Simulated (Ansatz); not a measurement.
# Work function of Ni(110): what the settings cost and change, part 2 of 2

How thick a slab and how much vacuum does the work function of Ni(110) need?

Ansatz 0.2.0; plane-wave DFT, PBE, Ansatz PAW.

So far, work function, upper face (eV): step 2 (slab, setting 1 layer) 4.94; step 7 (run, 6 atoms) 4.47; step 8 (run, 8 atoms) 4.49; step 9 (slab, 10 atoms) 4.51; step 10 (slab, 13 atoms) 4.49.

### Step 11. Slab, 7 atoms

System of this step: Ni(110). The cell holds 7 atoms: 7 Ni. Cell: a = 3.520 Å, b = 2.489 Å, c = 17.467 Å, α = 90.0°, β = 90.0°, γ = 90.0°. Vacuum lies along c.

input.yaml

```yaml
crystal:
  lattice:
    - [3.52, 0.0, 0.0]
    - [0.0, 2.4890158698, 0.0]
    - [0.0, 0.0, 17.4670476093]
  atoms:
    - { symbol: Ni, position: [0.0, 0.0, 0.2862532989], spin: 0.7 }
    - { symbol: Ni, position: [0.5, 0.5, 0.3575021993], spin: 0.7 }
    - { symbol: Ni, position: [0.0, 0.0, 0.4287510996], spin: 0.7 }
    - { symbol: Ni, position: [0.5, 0.5, 0.5], spin: 0.7 }
    - { symbol: Ni, position: [0.0, 0.0, 0.5712489004], spin: 0.7 }
    - { symbol: Ni, position: [0.5, 0.5, 0.6424978007], spin: 0.7 }
    - { symbol: Ni, position: [0.0, 0.0, 0.7137467011], spin: 0.7 }
magnetization:
  spin_polarized: true
kpoints:
  mp_grid: { grid: [12, 16, 1] }
hamiltonian:
  xc: pbe
scf:
  occupations: { method: fermi_dirac, width: 0.1 }
  convergence: { dr2_threshold: 1.0e-09 }
efield:
  axis: 3
  dipole_correction: true
  ramp_position: 0.97
  ramp_width: 0.06
output:
  write_potential: true
  write_density: true
  volumetric_format: npy
```

Command:

```console
$ ansatz run input.yaml --threads 4 --pin off --max-ram 6144MiB --backend cpu --events-out ev --progress --plain --runs-dir out
```

Run time: 3.2 min. Hardware: 4 threads of Arm Neoverse N1, shared host; peak memory 1.7 GiB.

The work function is 4.531 eV. The program marks this work function as in doubt.

### Step 12. Run, 7 atoms

The cell differs from the one that the last finished run ended in (c 17.467 → 21.467 Å).

input.yaml, the sections that differ from step 11:

```yaml
crystal:
  lattice:
    - [3.52, 0.0, 0.0]
    - [0.0, 2.4890158698, 0.0]
    - [0.0, 0.0, 21.4670476093]
  atoms:
    - { symbol: Ni, position: [0.0, 0.0, 0.32608117], spin: 0.7 }
    - { symbol: Ni, position: [0.5, 0.5, 0.3840541133], spin: 0.7 }
    - { symbol: Ni, position: [0.0, 0.0, 0.4420270567], spin: 0.7 }
    - { symbol: Ni, position: [0.5, 0.5, 0.5], spin: 0.7 }
    - { symbol: Ni, position: [0.0, 0.0, 0.5579729433], spin: 0.7 }
    - { symbol: Ni, position: [0.5, 0.5, 0.6159458867], spin: 0.7 }
    - { symbol: Ni, position: [0.0, 0.0, 0.67391883], spin: 0.7 }
# magnetization, kpoints, hamiltonian, scf, efield, output: as in step 11
```

Run time: 4.2 min. Hardware: 4 threads; peak memory 1.9 GiB.

The work function is 4.534 eV, +0.003 eV from the run “7 layers, 10 Å of vacuum”, at 1.3 times its CPU time.

### Step 13. Run, 7 atoms (run 2)

The cell differs from the one that the last finished run ended in (c 21.467 → 33.467 Å).

input.yaml, the sections that differ from step 12:

```yaml
crystal:
  lattice:
    - [3.52, 0.0, 0.0]
    - [0.0, 2.4890158698, 0.0]
    - [0.0, 0.0, 33.4670476093]
  atoms:
    - { symbol: Ni, position: [0.0, 0.0, 0.3884417936], spin: 0.7 }
    - { symbol: Ni, position: [0.5, 0.5, 0.4256278624], spin: 0.7 }
    - { symbol: Ni, position: [0.0, 0.0, 0.4628139312], spin: 0.7 }
    - { symbol: Ni, position: [0.5, 0.5, 0.5], spin: 0.7 }
    - { symbol: Ni, position: [0.0, 0.0, 0.5371860688], spin: 0.7 }
    - { symbol: Ni, position: [0.5, 0.5, 0.5743721376], spin: 0.7 }
    - { symbol: Ni, position: [0.0, 0.0, 0.6115582064], spin: 0.7 }
# magnetization, kpoints, hamiltonian, scf, efield, output: as in step 12
```

The job ended after 5.8 min (4 threads; peak memory 2.9 GiB).

The work function is 4.534 eV, +0.000 eV from the run “7 layers, 14 Å of vacuum”, at 1.4 times its CPU time.

### Step 14. The series together

Times are for 4 threads of Arm Neoverse N1, shared host. The runs compared:

| no. | setting | work function, upper face (eV) | time | memory (GiB) |
| --- | --- | --- | --- | --- |
| 1 | 1 layer | 4.938 | 39 s | 0.71 |
| 2 | 2 layers | 4.503 | 63 s | 0.78 |
| 3 | 3 layers | 4.534 | 2 min | 0.97 |
| 4 | 4 layers | 4.434 | 2.4 min | 1.2 |
| 5 | 5 layers | 4.530 | 2.9 min | 1.6 |
| 6 | 6 layers | 4.466 | 4.2 min | 1.9 |
| 7 | 8 layers | 4.489 | 6.7 min | 2.7 |
| 8 | 10 layers | 4.508 | 10 min | 3.5 |
| 9 | 13 layers | 4.494 | 16 min | 5.0 |
| 10 | 7 layers, 10 Å of vacuum | 4.531 | 3.2 min | 1.7 |
| 11 | 7 layers, 14 Å of vacuum | 4.534 | 4.2 min | 1.9 |
| 12 | 7 layers, 26 Å of vacuum | 4.534 | 5.8 min | 2.9 |

### Step 15. Varying the input

System of this step: Ni(110) monolayer. The cell holds 1 atom: 1 Ni. Cell: a = 6.652 Å, b = 4.704 Å, c = 34.015 Å, α = 90.0°, β = 90.0°, γ = 90.0°. Vacuum lies along c.

An input spoilt on purpose, to show how the run answers: it repeats the earlier run “1 layer” with crystal.lattice to [[6.65183587, 0.0, 0.0], [0.0, 4.70355825, 0.0], [0.0, 0.0, 34.0150698]], and scf.max_iter set to 50; its output block differs too.

input.yaml, the sections that differ from step 13:

```yaml
crystal:
  lattice:
    - [6.65183587, 0.0, 0.0]
    - [0.0, 4.70355825, 0.0]
    - [0.0, 0.0, 34.0150698]
  atoms:
    - { symbol: Ni, position: [0.5, 0.5, 0.5], spin: 0.7 }
scf:
  occupations: { method: fermi_dirac, width: 0.1 }
  convergence: { dr2_threshold: 1.0e-09 }
  max_iter: 50
# magnetization, kpoints, hamiltonian, efield, output: as in step 13
```

It took 10 min on 4 threads; peak memory 3.8 GiB.

The run was cut off at the time limit after its SCF loop had closed; no result of it is taken.

The fault put into the input: a lattice typed in bohr.

### Step 16. Results

| Property | Result |
| --- | --- |
| work function, 1 layer | 4.938 eV |
| work function, 4 layers | 4.434 eV |
| work function, 6 layers | 4.466 eV |
| work function, 13 layers | 4.494 eV |

The thickest slab gives 4.49 eV, and the settings tried spread the value from 4.43 to 4.94 eV. At 18 Å of vacuum, the slabs from 5 layers on stay within 0.04 eV of the thickest. Beyond two layers the value swings up and down with thickness, as is usual where quantum-well states cross the Fermi level; the levels were not examined here. Going from 10 to 26 Å of vacuum moves it by 0.003 eV. The program marks the value as in doubt in “7 layers, 10 Å of vacuum”. The ladder's slabs use the tabulated experimental lattice constant (two decimals; a low-temperature value for the alkali metals). The magnetic order is the one reached from the typed start; other orders were not compared. In 1 run of the series (7 layers, 10 Å of vacuum) the program warns that electrons reach the sawtooth's ramp, which makes dipole and work function less sure.

Comparison with the measured values:

```
                                               quantity  measured        13 layers
work function (clean (110) face, a compiled value) (eV)      4.55  4.49 (-0.06 eV)
```

Measured values from arxiv:1902.07811 (2019).

**Verdict.** The work function is off by -0.06 eV: good agreement. The grades are ours: good and fair within 3 and 7 % for the work function. No cell relaxation is part of this session.

[Logs are printed without paths, hosts, clocks, repeated set-up lines and the standing remarks that a program may print on its own settings, such as how far it seeks lower states.]

[Hosts, paths, dates, database ids (printed as entryN), source tags and the programs' standing remarks are cut or masked in the printed files.]

[Maps of the electrostatic potential energy from Ansatz leave out the sawtooth potential of an applied field or a dipole correction, so their vacuum need not be flat; planar profiles and work functions include it.]
